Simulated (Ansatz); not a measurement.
# RaF2: optical spectrum from first principles, part 2 of 2

Aim: the dielectric function of RaF2, and the optical constants that follow from it. The cell comes from an older database entry, whose edges can differ from later determinations, mostly by under a per cent.

Ansatz 0.2.0; DFT, PBE, plane-wave PAW, default files, scalar-relativistic, independent-particle optical response without local fields.

So far, electronic dielectric constant ε∞, mean over x, y and z (by symmetry where fewer were run): step 3 (spectrum) 2.60.

The database entry behind the starting cell is an old determination (1936), so it need not match the best structure at ambient conditions.

## 4. Static response with local fields

Perturbation theory gives the static response with local fields and the functional's kernel, and it needs no empty bands.

This step: DFT, PBE, plane-wave PAW, default files, scalar-relativistic, static field response by perturbation theory with local fields (Ansatz 0.2.0).

Input file input.yaml:

```yaml
crystal:
  lattice:
    - [0.0, 3.184, 3.184]
    - [3.184, 0.0, 3.184]
    - [3.184, 3.184, 0.0]
  atoms:
    - { symbol: Ra, position: [0.0, 0.0, 0.0] }
    - { symbol: F, position: [0.75, 0.75, 0.75] }
    - { symbol: F, position: [0.25, 0.25, 0.25] }
kpoints:
  mp_grid: { grid: [6, 6, 6] }
scf:
  occupations: { method: fixed }
hamiltonian:
  xc: pbe
  pseudopotentials: { kind: paw }
dielectric: {}
```

On the command line:

```
ansatz run input.yaml --threads 2 --pin off --max-ram 5120MiB --backend cpu --events-out ev --progress --plain --runs-dir out
```

Numbers of over 12 decimals in the logs are rounded to 6 here.

Log:

```text
[...]
Crystal: 3 atoms, lattice volume = 64.558 Å³
Basis set: ecut = 540 eV, 1837 PW (Γ), exchange–correlation on 80×80×80 points (8 copies of the dense FFT grid, shifted against one another)
Bands: 21, of which v1, the nominal top of the filled ones, is band 17 counted from 1 (16 counted from 0)
Symmetry: 48 space group operations
k-points: 30 of 216 (irreducible under 8 space group operations, time reversal used)
[...]
SCF iter   1: F=—  HF=-16988.390562 eV  |F-HF|=—  |Δ(HF+E_count)|=         —  Δρ=2.17e-1  dr2=2.90e1  ethr=3.10e-3  ⟨swp⟩=6.1  Hψ=2994  notcnv=0  defer=47
[...]
SCF iter  10: F=-16980.713557 eV  HF=-16980.713557 eV  |F-HF|=5.82e-11  |Δ(HF+E_count)|=   3.44e-9  Δρ=3.78e-7  dr2=6.72e-11  ethr=1.00e-12  ⟨swp⟩=6.2  Hψ=3593  notcnv=0
SCF 1 converged in 10 iterations: F = -16980.713557 eV  dr2 = 6.72e-11
[...]
DFPT response loops at Γ: preconditioner auto → none (the input reference at scf.mixing.eps_inf says where Resta's filter doesn't serve); β = 0.50; Broyden in place of MSR1
SCF converged after 10 iterations
Free energy (F): -16980.713557 eV
[...]
Internal energy: -16980.713557 eV  (E = F + TS)
E sigma→0 (E₀):  -16980.713557 eV
Fermi energy:    4.758304 eV
[...]
--- Band table (eV; the first three rows and the last of 30) ---
  k-point 0: bands = [... 13 lower, 3.3370, 4.6166, 4.6166, 4.6166, 10.8511, 14.5924, 14.5924, 16.7046]
  k-point 1: bands = [... 13 lower, 3.6223, 4.4261, 4.6094, 4.6094, 11.5184, 14.4940, 14.4940, 16.2893]
  k-point 2: bands = [... 13 lower, 4.0737, 4.2494, 4.6256, 4.6256, 12.8262, 14.3961, 14.3961, 15.1614]
  k-point 29: bands = [... 13 lower, 4.4115, 4.4416, 4.5018, 4.5694, 12.2295, 14.6034, 15.2936, 15.8663]
--- Dielectric response (ions clamped): 1 representative field direction + reference, on 30 of 216 k-points (Σ response iterations 7) ---
  k mesh reduced under 8 symmetry operations, with k and −k counted as one. Each operation leaves every solved perturbation unchanged. A smaller set is not considered because the run solves the response to a homogeneous field
  ε∞ (high-frequency dielectric tensor):
        2.399044    -0.000000    -0.000000
        0.000000     2.399044     0.000000
        0.000000     0.000000     2.399044
  Born effective charges Z* (e; rows j = field, columns β = displacement):
    site 0:
         2.63943   -0.00000   -0.00000
         0.00000    2.63943    0.00000
         0.00000    0.00000    2.63943
    site 1:
        -1.31972    0.00000    0.00000
        -0.00000   -1.31972   -0.00000
         0.00000   -0.00000   -1.31972
    site 2:
        -1.31972    0.00000   -0.00000
        -0.00000   -1.31972   -0.00000
         0.00000   -0.00000   -1.31972
  Z* charge neutrality: 4.819e-6 e pre-enforcement
  k-mesh period / interband length: 27.0 Å / 1.04 Å = 26.03 at k = (0.0000, 0.0000, 0.0000), direct gap 6.235 eV — 14 or more, which is no proof of convergence
```

Wall time 11 s (2 threads of Arm Neoverse V2, shared host); peak memory 0.6 GiB.

This step gave:

```
electronic dielectric constant ε∞, mean over x, y and z (by symmetry where fewer were run) : 2.399
```

ε∞ with local fields:

```
2.40 0.00 0.00
0.00 2.40 0.00
0.00 0.00 2.40
```

Diagonal elements. Born, by row:

```tsv
atom	Z*xx (e)	Z*yy (e)	Z*zz (e)
Ra1	2.639	2.639	2.639
F2	-1.32	-1.32	-1.32
F3	-1.32	-1.32	-1.32
```

The ε∞ with local fields is isotropic, 2.40.

## 5. Outcome

```
gap on the path                                                                                                                : 6.07 eV
least direct gap on the path                                                                                                   : 6.23 eV
electronic dielectric constant ε∞, mean over x, y and z (by symmetry where fewer were run) (independent particles)             : 2.60
absorption onset, first axis (α over 10⁴ cm⁻¹, or the direct gap if that lies higher)                                          : 6.23 eV
main peak of Im epsilon, first axis                                                                                            : 16.5 eV
centre of weight of the strongest loss peak in the window, first axis                                                          : 21.3 eV
electronic dielectric constant ε∞, mean over x, y and z (by symmetry where fewer were run) (static response with local fields) : 2.40
```

What this shows: At this level (PBE, independent particles) RaF2 has ε∞ = 2.60 (2.40 with local fields) and n = 1.61 at 1550 nm; absorption sets in near 6.2 eV, and Im ε peaks at 16.5 eV. The gap is indirect (6.07 eV), so absorption without phonons can begin only at the direct gap of 6.23 eV. Absorption passes 10⁴ cm⁻¹ from the direct gap on, 6.23 eV, in the ultraviolet, so the visible is passed. The strongest loss structure up to 40 eV has its centre of weight at 21.3 eV; a free-electron gas of the 31.7 electrons in the f-sum would put its plasmon at 26.0 eV. Distinct maxima of Im ε, read by a parabola through the highest points, lie at 10.00 eV (4.0), 13.33 eV (3.4), 14.30 eV (3.6) and 16.46 eV (4.0). The f-sum over the summed bands holds 31.7 of the cell's 34 electrons outside the frozen cores, 16 of which lie in bands more than 12 eV below the Fermi level, whose transitions come at higher energies. Up to 40 eV the strength has a mean oscillator energy of 15.6 eV, close to the main peak. A film 1 µm thick would pass 89 % of daylight and look colourless in transmission (x = 0.313, y = 0.329). With local fields and the functional's kernel the static response is 2.40 against 2.60 for independent particles (-8 %). In the base spectrum excitons and phonon-assisted transitions are missing, and so are local fields; PBE gaps are as a rule too small, which pulls the onset down and ε∞ up. In the base run ε includes the program's bounded estimate of what the bands above those summed add. Spin-orbit coupling is left out although heavy atoms are present.

[Logs are printed without paths, hosts, clocks, repeated set-up lines and the standing remarks that a program may print on its own settings, such as how far it seeks lower states.]

[Hosts, paths, dates, database ids (printed as entryN), source tags and the programs' standing remarks are cut or masked in the printed files.]
